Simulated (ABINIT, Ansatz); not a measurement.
## Quasiparticle gap of CsSrF3 (Pm-3m) in ABINIT

Aim: the G0W0 gap of CsSrF3 (Pm-3m) on LDA, step by step.

Method: LDA and many-body steps on it, plane waves, in ABINIT 10.8.3.

## (1) Starting point

The structure is cubic, space group Pm-3m (No. 221). The conventional cell has a = 4.763 Å, b = 4.763 Å, c = 4.763 Å, α = 90.00°, β = 90.00°, γ = 90.00°. Nearest to Cs lie 12 F at 3.37 Å. Nearest to Sr lie 6 F at 2.38 Å. Nearest to F lie 2 Sr at 2.38 Å and 4 Cs at 3.37 Å. Farther neighbours and most contacts between anions are not listed.

The cell and positions are those that the Materials Project relaxed with its own functionals (PBE, PBE+U or r2SCAN), kept fixed. Spin-orbit coupling is left out unless a step names it.

## (2) Ground state

This step: ABINIT 10.8.3; DFT, LDA, plane waves, norm-conserving pseudopotentials.

The ground-state density comes first.

Input file run.abi:

```
acell 3*1.0 Angstrom
rprim 
  4.763247010000 0.000000000000 0.000000000000
  0.000000000000 4.763247010000 0.000000000000
  0.000000000000 0.000000000000 4.763247010000
ntypat 3
znucl 55 38 9
natom 5
typat 1 2 3 3 3
xred 
  0.000000000000 0.000000000000 0.000000000000
  0.500000000000 0.500000000000 0.500000000000
  0.000000000000 0.500000000000 0.500000000000
  0.500000000000 0.000000000000 0.500000000000
  0.500000000000 0.500000000000 0.000000000000
pp_dirpath "pseudos"
pseudos "Cs.upf, Sr.upf, F.upf"
ecut 36
ngkpt 4 4 4
nshiftk 1
shiftk 0 0 0
kptopt 1
chksymbreak 0
nband 26
occopt 1
tolvrs 1e-10
nstep 60
prtwf 0
optforces 0
optstress 0
indata_prefix "in"
outdata_prefix "out"
tmpdata_prefix "tmp"
```

Started as:

```
> OMP_NUM_THREADS=1 mpirun -n 4 abinit run.abi > log
```

Numbers of over 12 decimals in the logs are rounded to 6 here.

Log:

```text
.Version 10.8.3 of ABINIT. v10.8.2 released Aug 2026.

 Symmetries : space group Pm -3 m (#221); Bravais cP (primitive cubic)
================================================================================
 Values of the parameters that define the memory need of the present run
     intxc =       0    ionmov =       0      iscf =       7    lmnmax =       8
     lnmax =       8     mgfft =      50  mpssoang =       4    mqgrid =    3001
     natom =       5  nloc_mem =       1    nspden =       1   nspinor =       1
    nsppol =       1      nsym =      48    n1xccc =    2501    ntypat =       3
    occopt =       1   xclevel =       1
-    mband =          26        mffmem =           1         mkmem =           3
       mpw =        7532          nfft =      125000          nkpt =          10
================================================================================
  Rough estimation (10% accuracy) of disk space for files :
================================================================================

--------------------------------------------------------------------------------
------------- Echo of variables that govern the present computation ------------
--------------------------------------------------------------------------------
 -outvars: echo values of preprocessed input variables --------
            acell      1.8897261259E+00  1.8897261259E+00  1.8897261259E+00 Bohr

      chksymbreak           0
             ecut      3.60000000E+01 Hartree
-          fftalg         312

              ixc       -1012
              kpt      0.00000000E+00  0.00000000E+00  0.00000000E+00
                       2.50000000E-01  0.00000000E+00  0.00000000E+00
                       5.00000000E-01  0.00000000E+00  0.00000000E+00
                       2.50000000E-01  2.50000000E-01  0.00000000E+00
                       5.00000000E-01  2.50000000E-01  0.00000000E+00
                       5.00000000E-01  5.00000000E-01  0.00000000E+00
                       2.50000000E-01  2.50000000E-01  2.50000000E-01
                       5.00000000E-01  2.50000000E-01  2.50000000E-01
                       5.00000000E-01  5.00000000E-01  2.50000000E-01
                       5.00000000E-01  5.00000000E-01  5.00000000E-01
         kptrlatt        4    0    0      0    4    0      0    0    4
          kptrlen      3.60049293E+01
P           mkmem           3
            natom           5
            nband          26
            ngfft          50      50      50
             nkpt          10
            nstep          60
             nsym          48
           ntypat           3
              occ      2.000000  2.000000  2.000000  2.000000  2.000000  2.000000
                       2.000000  2.000000  2.000000  2.000000  2.000000  2.000000
                       2.000000  2.000000  2.000000  2.000000  2.000000  2.000000
                       2.000000  2.000000  0.000000  0.000000  0.000000  0.000000
                       0.000000  0.000000
        optforces           0
        optstress           0
            prtwf           0
            rprim      4.7632470100E+00  0.0000000000E+00  0.0000000000E+00
                       0.0000000000E+00  4.7632470100E+00  0.0000000000E+00
[...]
spgroup         221

           tolvrs      1.00000000E-10

             xred      0.0000000000E+00  0.0000000000E+00  0.0000000000E+00
[...]
znucl       55.00000   38.00000    9.00000

================================================================================

 chkinp: Checking input parameters for consistency.

================================================================================
== DATASET  1 ==================================================================
-   mpi_nproc: 4, omp_nthreads: 1 (-1 if OMP is not activated)

--- !DatasetInfo
iteration_state: {dtset: 1, }
dimensions: {natom: 5, nkpt: 10, mband: 26, nsppol: 1, nspinor: 1, nspden: 1, mpw: 7532, }
cutoff_energies: {ecut:  36.0, pawecutdg:  -1.0, }
electrons: {nelect:   4.00000000E+01, charge:   0.00000000E+00, occopt:   1.00000000E+00, tsmear:   1.00000000E-02, }

 Real(R)+Recip(G) space primitive vectors, cartesian coordinates (Bohr,Bohr^-1):
 R(1)=  9.0012323  0.0000000  0.0000000  G(1)=  0.1110959  0.0000000  0.0000000
 R(2)=  0.0000000  9.0012323  0.0000000  G(2)=  0.0000000  0.1110959  0.0000000
 R(3)=  0.0000000  0.0000000  9.0012323  G(3)=  0.0000000  0.0000000  0.1110959
 Unit cell volume ucvol=  7.2929949E+02 bohr^3
 Angles (23,13,12)=  9.00000000E+01  9.00000000E+01  9.00000000E+01 degrees

 getcut: wavevector=  0.0000  0.0000  0.0000  ngfft=  50  50  50
         ecut(hartree)=     36.000   => boxcut(ratio)=   2.05661

--- Pseudopotential description ------------------------------------------------
- Cs Generated using ONCVPSP code by D. R. Hamann
- 55.00000   9.00000  201201                  znucl, zion, pspdat
12 -1012 3 -1 2328                            pspcod,pspxc,lmax,lloc,mmax
     nproj     2     2     2     2
  pspatm : epsatm=   21.68725381
         --- l  ekb(1:nproj) -->
[...]
pspatm: atomic psp has been read  and splines computed

- Sr Generated using ONCVPSP code by D. R. Hamann
- 38.00000  10.00000  180309                  znucl, zion, pspdat
12 -1012 2 -1 1812                            pspcod,pspxc,lmax,lloc,mmax
     nproj     2     2     2     0
  pspatm : epsatm=   12.22067766
         --- l  ekb(1:nproj) -->
[...]
pspatm: atomic psp has been read  and splines computed

- F Generated using ONCVPSP code by D. R. Hamann
-  9.00000   7.00000  201202                  znucl, zion, pspdat
12 -1012 2 -1 824                             pspcod,pspxc,lmax,lloc,mmax
     nproj     2     2     1     0
  pspatm : epsatm=    4.94580260
         --- l  ekb(1:nproj) -->
[...]
2   -2.364936
 pspatm: atomic psp has been read  and splines computed

   1.94981357E+03                                ecore*ucvol(ha*bohr**3)
--------------------------------------------------------------------------------

_setup2: Arith. and geom. avg. npw (full set) are    7521.141    7521.132

================================================================================

--- !BeginCycle
iteration_state: {dtset: 1, }
solver: {iscf: 7, nstep: 60, nline: 4, wfoptalg: 0, }
tolerances: {tolvrs: 1.00E-10, }

     iter   Etot(hartree)      deltaE(h)  residm     vres2
 ETOT  1  -131.49270950142    -1.315E+02 1.562E-01 9.048E+02
 ETOT  2  -131.52709857062    -3.439E-02 1.771E-02 6.233E+02
 ETOT  3  -131.79984544856    -2.727E-01 7.199E-03 8.679E+01
 ETOT  4  -131.81282399583    -1.298E-02 8.772E-04 3.285E+00
 ETOT  5  -131.81369641288    -8.724E-04 1.700E-04 1.359E-01
 ETOT  6  -131.81370543248    -9.020E-06 5.714E-05 3.057E-03
 ETOT  7  -131.81370572615    -2.937E-07 2.221E-05 1.262E-04
 ETOT  8  -131.81370574862    -2.248E-08 1.043E-05 1.756E-05
 ETOT  9  -131.81370575228    -3.660E-09 8.317E-06 1.099E-07
 ETOT 10  -131.81370575230    -1.688E-11 6.894E-06 3.742E-09
 ETOT 11  -131.81370575231    -1.373E-11 6.268E-06 2.712E-11

 At SCF step   11       vres2   =  2.71E-11 < tolvrs=  1.00E-10 =>converged.

--- !ResultsGS
iteration_state: {dtset: 1, }
comment   : Summary of ground state results
lattice_vectors:
- [  9.0012323,   0.0000000,   0.0000000, ]
- [  0.0000000,   9.0012323,   0.0000000, ]
- [  0.0000000,   0.0000000,   9.0012323, ]
lattice_lengths: [   9.00123,    9.00123,    9.00123, ]
lattice_angles: [ 90.000,  90.000,  90.000, ] # degrees, (23, 13, 12)
lattice_volume:   7.2929949E+02
convergence: {deltae: -1.373E-11, res2:  2.712E-11, residm:  6.268E-06, diffor:  0.000E+00, }
etotal    :  -1.31813706E+02
entropy   :   0.00000000E+00
fermie    :  -1.78983471E-03
cartesian_stress_tensor: null
pressure_GPa: null
xred      :
- [  0.0000E+00,   0.0000E+00,   0.0000E+00, Cs]
- [  5.0000E-01,   5.0000E-01,   5.0000E-01, Sr]
- [  0.0000E+00,   5.0000E-01,   5.0000E-01,  F]
- [  5.0000E-01,   0.0000E+00,   5.0000E-01,  F]
- [  5.0000E-01,   5.0000E-01,   0.0000E+00,  F]
cartesian_forces: null
force_length_stats: {min: null, max: null, mean: null, }

 Integrated electronic density in atomic spheres:
 ------------------------------------------------
 Atom  Sphere_radius  Integrated_density
[...]
================================================================================

 ----iterations are completed or convergence reached----

 Mean square residual over all n,k,spin=   60.665E-09; max=  62.681E-07
 reduced coordinates (array xred) for    5 atoms
       0.000000000000      0.000000000000      0.000000000000
       0.500000000000      0.500000000000      0.500000000000
       0.000000000000      0.500000000000      0.500000000000
       0.500000000000      0.000000000000      0.500000000000
       0.500000000000      0.500000000000      0.000000000000
 rms dE/dt=  0.0000E+00; max dE/dt=  0.0000E+00; dE/dt below (all hartree)
    1       0.000000000000      0.000000000000      0.000000000000
    2       0.000000000000      0.000000000000      0.000000000000
    3       0.000000000000      0.000000000000      0.000000000000
    4       0.000000000000      0.000000000000      0.000000000000
    5       0.000000000000      0.000000000000      0.000000000000

 cartesian coordinates (angstrom) at end:
    1      0.000000     0.000000     0.000000
    2      2.381624     2.381624     2.381624
    3      0.000000     2.381624     2.381624
    4      2.381624     0.000000     2.381624
    5      2.381624     2.381624     0.000000
 length scales=  1.889726125908  1.889726125908  1.889726125908 bohr
              =  1.000000000000  1.000000000000  1.000000000000 angstroms
 prteigrs : about to open file out_EIG
 Fermi (or HOMO) energy (hartree) =  -0.00179   Average Vxc (hartree)=  -0.34128
 Eigenvalues (hartree) for nkpt=  10  k points:
 kpt#   1, nband= 26, wtk=  0.01563, kpt=  0.0000  0.0000  0.0000 (reduced coord)
  -1.08948   -0.68337   -0.68010   -0.68010   -0.65291   -0.43974   -0.43974   -0.43974
  -0.16924   -0.16924   -0.16924   -0.01383   -0.01383   -0.01383   -0.01117   -0.01117
  -0.01117   -0.00179   -0.00179   -0.00179    0.22150    0.27866    0.27866    0.31332
   0.31332    0.31332
 prteigrs : prtvol=0 or 1, do not print more k-points.

--- !EnergyTerms
iteration_state     : {dtset: 1, }
comment             : Components of total free energy in Hartree
kinetic             :  6.27617150451723E+01
hartree             :  3.71128933480349E+01
xc                  : -3.15057535282604E+01
Ewald energy        : -8.36956558701010E+01
psp_core            :  2.67354301660455E+00
local_psp           : -1.19635390663782E+02
non_local_psp       :  4.74942900017834E-01
total_energy        : -1.31813705752313E+02
total_energy_eV     : -3.58683365974029E+03
band_energy         : -1.15500714485187E+01

== END DATASET(S) ==============================================================
================================================================================

 -outvars: echo values of variables after computation  --------
           etotal     -1.3181370575E+02
            nband          26
             nkpt          10
          spgroup         221
 [... the other variables as echoed above ...]

 Calculation completed.
```

Elapsed: 26 s, on 4 MPI ranks of Intel Xeon Platinum 8488C (Sapphire Rapids), shared host; peak memory 0.41 GiB.

This step gave:

```
total energy               : -3586.8337 eV
gap                        : 6.076 eV
k of the valence top       : 0, 0, 0
k of the conduction bottom : 0, 0, 0
least direct gap           : 6.076 eV
```

The gap is direct, at Γ.

(Part 1 of 3 ends here.)

[Paths, hosts, dates, memory and timing lines, banners, echoed tables and standing remarks are left out of the program output.]

[Logs are printed without paths, hosts, clocks, repeated set-up lines and the standing remarks that a program may print on its own settings, such as how far it seeks lower states.]

[Runs of the session that timed out or met a known fault of the program may be left out.]

[Hosts, paths, dates, database ids (printed as entryN), source tags and the programs' standing remarks are cut or masked in the printed files.]

[G0W0 gaps are taken among the corrected bands and points alone; a level outside them can change the order at an edge.]

[Where Ansatz stands beside ABINIT at settings called matched, ABINIT's density can come from a denser mesh and the files from another edition; pairs whose starting gaps differed by over 0.03 eV were left out, so agreement reads better than it is.]
